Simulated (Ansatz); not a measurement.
## Lattice dynamics of Ca3PbO (model cell, started as antiperovskite)

Wanted: phonon frequencies of Ca3PbO (model cell, started as antiperovskite) and what follows from them.

Program: Ansatz 0.2.0. Level of theory: DFT LDA, scalar-relativistic, plane waves, PAW; PAW set soft_1. Results are calculated unless marked as measured.

This is a report of a sequence of runs, with most program output left out.

## 1. Starting point

It takes space group Pm-3m (No. 221, cubic). The conventional cell has a = 4.896 Å, b = 4.896 Å, c = 4.896 Å, α = 90.00°, β = 90.00°, γ = 90.00°. Nearest to Pb lie 12 Ca at 3.46 Å. Nearest to O lie 6 Ca at 2.45 Å. Ca has 2 O at 2.45 Å nearest. Farther neighbours and most contacts between anions are not listed.

## 2. Bringing the structure to rest

The cell and atoms are relaxed, since residual forces and stress would shift the frequencies.

File input.yaml:

```yaml
crystal:
  lattice:
    - [4.896, 0.0, 0.0]
    - [0.0, 4.896, 0.0]
    - [0.0, 0.0, 4.896]
  atoms:
    - { symbol: Pb, position: [0.0, 0.0, 0.0] }
    - { symbol: O, position: [0.5, 0.5, 0.5] }
    - { symbol: Ca, position: [0.5, 0.5, 0.0] }
    - { symbol: Ca, position: [0.5, 0.0, 0.5] }
    - { symbol: Ca, position: [0.0, 0.5, 0.5] }
kpoints:
  mp_grid: { grid: [8, 8, 8] }
hamiltonian:
  xc: lda
  pseudopotentials: { kind: paw, azcp: { folder: soft_1 }, xc_functional: pbe }
scf:
  occupations: { method: gaussian, width: 0.1 }
output:
  forces: true
  stress: true
  eigenvalues: true
relax:
  adjacent_minimum: "off"
  f_tol: 0.005
  max_steps: 80
  cell: { stress_tol: 0.05 }
```

Run with:

```
ansatz run input.yaml --threads 4 --pin off --max-ram 16384MiB --backend cpu --events-out ev --progress --plain --runs-dir out
```

Elapsed: 14 s, on 4 threads of Arm Neoverse V2, shared host; peak memory 0.46 GiB.

The steps of the relaxation:

| step | energy less that of the first step (eV) | largest force component (eV/Å) | pressure (GPa) | volume (Å³) |
| --- | --- | --- | --- | --- |
| 1 | 0.0000 | 0.0000 | -5.37 | 117.36 |
| 2 | -0.1902 | 0.0000 | 2.69 | 101.79 |
| 3 | -0.2184 | 0.0000 | -0.44 | 106.51 |
| 4 | -0.2198 | 0.0000 | -0.03 | 105.82 |
| 5* | -0.2154 | 0.0000 | -0.10 | 105.82 |
| 6 | -0.2155 | 0.0000 | 0.00 | 105.66 |
| 7* | -0.2154 | 0.0000 | 0.00 | 105.66 |

Relaxation steps marked * repeat the geometry before them on a plane-wave basis chosen anew for their cell, so energy and pressure can jump there.

Forces are held to the 48 operations that the run works with; a distortion that breaks them can't arise in this run.

| conventional cell, symmetrised | before | after | change |
| --- | --- | --- | --- |
| a (Å) | 4.896 | 4.728 | -3.4 % |
| b (Å) | 4.896 | 4.728 | -3.4 % |
| c (Å) | 4.896 | 4.728 | -3.4 % |
| volume (Å³/atom) | 23.47 | 21.13 | -10.0 % |

Final coordinates:

```
Pb O Ca
1.0
     4.72759    0.00000    0.00000
     0.00000    4.72759    0.00000
     0.00000    0.00000    4.72759
Pb O Ca
1 1 3
Direct
  0.00000 0.00000 0.00000
  0.50000 0.50000 0.50000
  0.50000 0.50000 0.00000
  0.50000 0.00000 0.50000
  0.00000 0.50000 0.50000
```

Numbers from this step:

* pressure: -0.003443 GPa
* volume per atom: 21.13 Å³
* gap on the k-mesh: 0 eV

In this step the volume went from 23.47 to 21.13 Å³/atom.

## 3. Bringing the structure to rest

The relaxation is repeated from its end on the same settings, as a check that it has come to rest.

Changes to input.yaml since step 2:

```diff
@@ -2,5 +2,5 @@
   lattice:
-    - [4.896, 0.0, 0.0]
-    - [0.0, 4.896, 0.0]
-    - [0.0, 0.0, 4.896]
+    - [4.7275928718, 0.0, 0.0]
+    - [0.0, 4.7275928718, 0.0]
+    - [0.0, 0.0, 4.7275928718]
   atoms:
```

Wall time 3.9 s (4 threads); peak memory 0.44 GiB.

Little changed from the start: no atom moved by 0.005 Å and no cell edge by 0.1 %.

Numbers from this step:

* pressure: -0.003445 GPa

In this step the volume went from 21.13 to 21.13 Å³/atom.

## 4. Tight relaxation

Phonons need a cell at rest on their own settings, so the relaxation is repeated with tight tolerances on forces and stress, using the mesh and the filling of the phonon run that follows.

Changes to input.yaml since step 3:

```diff
@@ -17,3 +17,3 @@
 scf:
-  occupations: { method: gaussian, width: 0.1 }
+  occupations: { method: methfessel_paxton, width: 0.2 }
 output:
@@ -24,4 +24,4 @@
   adjacent_minimum: "off"
-  f_tol: 0.005
-  max_steps: 80
-  cell: { stress_tol: 0.05 }
+  f_tol: 0.001
+  max_steps: 60
+  cell: { stress_tol: 0.01 }
```

Elapsed: 4.8 s, on 4 threads; peak memory 0.45 GiB; 17 s of CPU time.

Little changed from the start: no atom moved by 0.005 Å and no cell edge by 0.1 %.

This step gave:

- pressure: -0.003621 GPa

The forces vanish by symmetry and the pressure is -0.004 GPa, within the tolerances set. The cell now holds 21.13 Å³/atom.

## 5. Zone-centre response

The zone centre comes first: it holds the modes that light can see, as far as symmetry allows. No field response is asked, since the mesh shows no gap.

Changes to input.yaml since step 4:

```diff
@@ -19,9 +19,4 @@
 output:
-  forces: true
-  stress: true
   eigenvalues: true
-relax:
-  adjacent_minimum: "off"
-  f_tol: 0.001
-  max_steps: 60
-  cell: { stress_tol: 0.01 }
+phonons:
+  method: dfpt
```

Elapsed: 51 s, on 4 threads; peak memory 1.5 GiB; 3.1 min of CPU time.

This step gave:

```
sum-rule residual before enforcement                    : 3.40e-5 eV/Å²
point group                                             : m-3m
highest optical mode at the zone centre (no LO-TO term) : 303.5 cm⁻¹
lowest optical zone-centre mode                         : 107.3 cm⁻¹
```

Patterns of degenerate modes are one choice out of their space. The modes at Γ (shares of kinetic energy by element, %):

| mode | frequency (cm⁻¹) | symmetry | Pb % | O % | Ca % |
| --- | --- | --- | --- | --- | --- |
| 1 | 0.0 | acoustic | 60 | 5 | 35 |
| 2 | 0.0 | acoustic | 60 | 5 | 35 |
| 3 | 0.0 | acoustic | 60 | 5 | 35 |
| 4 | 107.3 | T1u | 39 | 5 | 56 |
| 5 | 107.3 | T1u | 39 | 5 | 56 |
| 6 | 107.3 | T1u | 39 | 5 | 56 |
| 7 | 154.4 | T2u | 0 | 0 | 100 |
| 8 | 154.4 | T2u | 0 | 0 | 100 |
| 9 | 154.4 | T2u | 0 | 0 | 100 |
| 10 | 255.1 | T1u | 0 | 1 | 99 |
| 11 | 255.1 | T1u | 0 | 1 | 99 |
| 12 | 255.1 | T1u | 0 | 1 | 99 |
| 13 | 303.5 | T1u | 0 | 90 | 10 |
| 14 | 303.5 | T1u | 0 | 90 | 10 |
| 15 | 303.5 | T1u | 0 | 90 | 10 |

Displacements in mode 5 (107.3 cm⁻¹), the largest set to 1:
```
Pb1  0.00  0.59  0.35
O2   0.00 -0.74 -0.44
Ca3  0.00 -0.89 -0.59
Ca4  0.00 -1.00 -0.53
Ca5  0.00 -0.89 -0.53
```

Displacements in mode 14 (303.5 cm⁻¹), the largest set to 1:
```
Pb1  0.00  0.00 -0.01
O2   0.00  0.36  1.00
Ca3  0.00 -0.03 -0.16
Ca4  0.00 -0.06 -0.09
Ca5  0.00 -0.03 -0.09
```

Before it was imposed, the acoustic sum rule was missed by 3.4e-5 eV/Å². Small misses are needed for a sound result but don't prove that mesh and cutoff are converged. The lowest optical mode is real, 107 cm⁻¹.

## 6. Phonons on a q mesh

Stability and thermal properties need the whole zone. Linear response on a 2×2×2 q mesh gives force constants as far as a supercell of that size would.

Changes to input.yaml since step 5:

```diff
@@ -22 +22,8 @@
   method: dfpt
+  qmesh: [2, 2, 2]
+  temperatures: { t_max: 1000, t_step: 50 }
+  qpath:
+    path:
+      - [[0.0, 0.0, 0.0], [0.0, 0.5, 0.0], [0.5, 0.5, 0.0], [0.0, 0.0, 0.0], [0.5, 0.5, 0.5], [0.0, 0.5, 0.0]]
+      - [[0.5, 0.5, 0.5], [0.5, 0.5, 0.0]]
+    npoints: 10
```

Wall time 3.4 min (4 threads); peak memory 1.3 GiB; 13 min of CPU time.

Numbers from this step:

- sum-rule residual before enforcement: 3.18e-5 eV/Å²
- lowest frequency on the path: 0 cm⁻¹
- highest frequency on the path or at a solved wavevector: 396.5 cm⁻¹
- mean frequency: 189.8 cm⁻¹
- Debye temperature (second moment): 395 K
- logarithmic mean frequency: 163.6 cm⁻¹
- lowest mode on the q mesh (acoustic modes at Γ apart): 68.48 cm⁻¹
- zero-point energy per atom: 35.3 meV
- heat capacity at 300 K: 22.96 J/(mol atoms K)
- vibrational entropy at 300 K: 32.02 J/(mol atoms K)

Frequencies (cm⁻¹) solved at each irreducible wavevector; negative means imaginary. Frequencies by wavevector, by row:

| q in reciprocal lattice units | star | mode 1 | mode 2 | mode 3 | mode 4 | mode 13 | mode 14 | mode 15 |
| --- | --- | --- | --- | --- | --- | --- | --- | --- |
| 0 0 0 | 1 | 0 | 0 | 0 | 107.3 | 303.5 | 303.5 | 303.5 |
| 0 0 -0.5 | 3 | 68.5 | 68.5 | 84.4 | 117.5 | 306.5 | 306.5 | 396.4 |
| 0 -0.5 -0.5 | 3 | 73.4 | 75.8 | 75.8 | 83.3 | 306 | 349.2 | 349.2 |
| -0.5 -0.5 -0.5 | 1 | 76.8 | 76.8 | 76.8 | 77.4 | 355.7 | 355.7 | 355.7 |

Interpolated from a 2×2×2 q mesh. The phonon branches at the labelled points (cm⁻¹):

| point | branch 1 | branch 2 | branch 3 | branch 4 | branch 12 | branch 13 | branch 14 | branch 15 |
| --- | --- | --- | --- | --- | --- | --- | --- | --- |
| Γ | 0 | 0 | 0 | 107 | 255 | 304 | 304 | 304 |
| halfway | 50 | 50 | 67 | 114 | 254 | 305 | 305 | 352 |
| X | 68 | 68 | 84 | 118 | 244 | 306 | 306 | 396 |
| halfway | 71 | 71 | 78 | 110 | 284 | 304 | 329 | 374 |
| M | 73 | 76 | 76 | 83 | 302 | 306 | 349 | 349 |
| halfway | 54 | 62 | 76 | 118 | 276 | 304 | 340 | 341 |
| Γ | 0 | 0 | 0 | 107 | 255 | 304 | 304 | 304 |
| halfway | 65 | 65 | 77 | 115 | 293 | 333 | 333 | 337 |
| R | 77 | 77 | 77 | 77 | 340 | 356 | 356 | 356 |
| halfway | 72 | 74 | 78 | 100 | 302 | 327 | 333 | 363 |
| X | 68 | 68 | 84 | 118 | 244 | 306 | 306 | 396 |
| jump to R | 77 | 77 | 77 | 77 | 340 | 356 | 356 | 356 |
| halfway | 76 | 77 | 77 | 80 | 316 | 335 | 352 | 352 |
| M | 73 | 76 | 76 | 83 | 302 | 306 | 349 | 349 |

The phonon density of states has structure finer than the step of the table below, so its rows give means over 20 cm⁻¹, whole bins alone (the curve runs from 2.5 to 398 cm⁻¹). Peaks (cm⁻¹: height): 77.5: 0.193, 117.5: 0.112, 172.5: 0.0699, 217.5: 0.0752, 307.5: 0.102, 352.5: 0.0659.

Tetrahedra on a 14×14×14 mesh, mean over bins of 5 cm-1. Interpolated from a 2×2×2 q mesh. Phonon density of states against wavenumber; means over each step:

wavenumber (cm⁻¹), phonon density of states (1/cm⁻¹/cell) and a bar:
```
       20      0.001 
       40      0.008 ##
       60      0.055 #################
       80      0.095 ##############################
      100      0.029 #########
      120      0.071 ######################
      140      0.044 ##############
      160      0.050 ################
      180      0.051 ################
      200      0.048 ###############
      220      0.064 ####################
      240      0.034 ##########
      260      0.013 ####
      280      0.017 #####
      300      0.041 #############
      320      0.049 ###############
      340      0.042 #############
      360      0.032 ##########
      380      0.008 ##
```

Phonopy on the run's constants, 13x13x13 mesh, Gaussian sigma 3.1 cm-1. Interpolated from a 2×2×2 q mesh. Table of partial phonon density of states by wavenumber; read off at these points; values in 1/cm⁻¹/cell:

| wavenumber (cm⁻¹) | Ca | O | Pb |
| --- | --- | --- | --- |
| -10.0 | 0 | 0 | 0 |
| 0.0 | 5.7e-5 | 1.0e-5 | 9.7e-5 |
| 10.0 | 2.8e-5 | 4.4e-6 | 4.6e-5 |
| 20.0 | 5.6e-4 | 7.2e-5 | 0.00109 |
| 30.0 | 8.2e-4 | 1.1e-4 | 0.00187 |
| 40.0 | 0.00168 | 2.0e-4 | 0.00458 |
| 50.0 | 0.00337 | 3.8e-4 | 0.0126 |
| 60.0 | 0.00531 | 5.1e-4 | 0.0339 |
| 70.0 | 0.00789 | 5.1e-4 | 0.126 |
| 76.0 | 0.00862 | 4.2e-4 | 0.164 |
| 80.0 | 0.0115 | 2.5e-4 | 0.0913 |
| 90.0 | 0.0200 | 1.2e-5 | 0.00150 |
| 100.0 | 0.0276 | 7.9e-5 | 0.00135 |
| 110.0 | 0.0443 | 0.00107 | 0.00569 |
| 116.2 | 0.0825 | 0.00301 | 0.0109 |
| 120.0 | 0.0697 | 0.00275 | 0.00798 |
| 130.0 | 0.0467 | 0.00127 | 0.00246 |
| 140.0 | 0.0408 | 0.00112 | 0.00165 |
| 150.0 | 0.0347 | 8.3e-4 | 6.6e-4 |
| 160.0 | 0.0490 | 9.2e-4 | 6.3e-4 |
| 170.0 | 0.0580 | 9.2e-4 | 7.7e-4 |
| 172.7 | 0.0607 | 9.2e-4 | 6.9e-4 |
| 180.0 | 0.0443 | 7.0e-4 | 4.4e-4 |
| 190.0 | 0.0435 | 0.00116 | 3.0e-4 |
| 200.0 | 0.0421 | 0.00120 | 1.9e-4 |
| 210.0 | 0.0620 | 0.00144 | 2.1e-4 |
| 215.6 | 0.0639 | 0.00148 | 2.1e-4 |
| 220.0 | 0.0621 | 0.00133 | 1.9e-4 |
| 230.0 | 0.0566 | 0.00117 | 9.6e-5 |
| 240.0 | 0.0329 | 4.8e-4 | 2.0e-5 |
| 250.0 | 0.0132 | 1.2e-4 | 1.0e-5 |
| 260.0 | 0.0124 | 2.5e-4 | 1.0e-5 |
| 270.0 | 0.0167 | 6.0e-4 | 7.7e-6 |
| 280.0 | 0.0174 | 0.00102 | 0 |
| 290.0 | 0.0163 | 0.00206 | 0 |
| 300.0 | 0.0156 | 0.0174 | 4.1e-6 |
| 307.0 | 0.0175 | 0.0657 | 3.0e-5 |
| 310.0 | 0.0154 | 0.0556 | 2.0e-5 |
| 320.0 | 0.0108 | 0.0378 | 3.0e-5 |
| 330.0 | 0.00734 | 0.0321 | 3.0e-5 |
| 340.0 | 0.00428 | 0.0387 | 4.0e-5 |
| 350.0 | 0.00263 | 0.0518 | 6.0e-5 |
| 360.0 | 0.00150 | 0.0253 | 2.3e-5 |
| 370.0 | 9.7e-4 | 0.0115 | 1.0e-5 |
| 380.0 | 7.4e-4 | 0.00733 | 0 |
| 390.0 | 3.8e-4 | 0.00338 | 0 |
| 400.0 | 2.9e-5 | 2.4e-4 | 0 |
| 410.0 | 0 | 0 | 0 |

Harmonic thermodynamic functions per atom, from the density of states. Interpolated from a 2×2×2 q mesh. Thermodynamic functions, by row:

| T (K) | F_vib (meV/atom) | S (J/mol-atom/K) | C_V (J/mol-atom/K) |
| --- | --- | --- | --- |
| 0 | 35.3 | 0 | 0 |
| 50 | 34.77 | 3.429 | 6.753 |
| 100 | 31.14 | 10.65 | 14.37 |
| 200 | 13.31 | 23.09 | 20.92 |
| 300 | -15.5 | 32.02 | 22.96 |
| 400 | -52.32 | 38.76 | 23.79 |
| 500 | -95.37 | 44.12 | 24.19 |
| 600 | -143.4 | 48.55 | 24.41 |
| 700 | -195.8 | 52.32 | 24.55 |
| 800 | -251.7 | 55.6 | 24.64 |
| 900 | -310.9 | 58.51 | 24.7 |
| 1000 | -372.9 | 61.12 | 24.75 |

Harmonic mean-square displacement, third of the trace. Interpolated from a 2×2×2 q mesh. Mean square displacements, by row:

| T (K) | Pb1 U_eq (Å²) | O2 U_eq (Å²) | Ca3 U_eq (Å²) | Ca4 U_eq (Å²) | Ca5 U_eq (Å²) |
| --- | --- | --- | --- | --- | --- |
| 0 | 0.00116 | 0.00348 | 0.00264 | 0.00264 | 0.00264 |
| 100 | 0.00265 | 0.00396 | 0.00373 | 0.00373 | 0.00373 |
| 300 | 0.00743 | 0.00692 | 0.00881 | 0.00881 | 0.00881 |
| 600 | 0.01477 | 0.01264 | 0.01713 | 0.01713 | 0.01713 |

Symmetry leaves 4 wavevectors to solve. The lowest mode among them, the acoustic zeros apart, lies at q = (0, 0, -0.5) and is real, 68.5 cm⁻¹.

## 7. Outcome

```json
{
  "space group after relaxation (within 0.01 Å)": "Pm-3m",
  "volume per atom": "21.1 Å³",
  "electronic character": "no gap on this mesh",
  "highest optical mode at the zone centre (no LO-TO term)": "304 cm⁻¹",
  "lowest optical zone-centre mode": "107 cm⁻¹",
  "lowest mode on the q mesh (acoustic modes at Γ apart)": "68.5 cm⁻¹",
  "highest frequency on the path or at a solved wavevector": "396 cm⁻¹",
  "zero-point energy per atom": "35.3 meV",
  "heat capacity at 300 K": "23.0 J/(mol atoms K)",
  "vibrational entropy at 300 K": "32.0 J/(mol atoms K)",
  "Debye temperature (second moment)": "395 K",
  "imaginary modes on the 2×2×2 q mesh": "none"
}
```

What this shows: The structure is a minimum as far as tested: no mode is imaginary at the 4 irreducible wavevectors of the 2×2×2 mesh, and the softest away from the acoustic zeros lies at 68 cm⁻¹. The optical modes at Γ span 107 to 304 cm⁻¹. The highest mode in this list at Γ, 303.5 cm⁻¹, is mostly motion of O (90 % of the kinetic energy). With no gap, or one that is small against the smearing, the frequencies hang on the k mesh and the smearing, most of all near Kohn anomalies. Spin-orbit coupling is left out, which can matter for the heavy elements here. The PAW files were made for PBE and serve the other functionals too. The starting cell was built on a prototype and not taken from a measurement, so the phase need not exist. These are harmonic frequencies at zero temperature: anharmonic shifts, linewidths and thermal expansion are left out.

[Logs are printed without paths, hosts, clocks, repeated set-up lines and the standing remarks that a program may print on its own settings, such as how far it seeks lower states.]

[Hosts, paths, dates, database ids (printed as entryN), source tags and the programs' standing remarks are cut or masked in the printed files.]
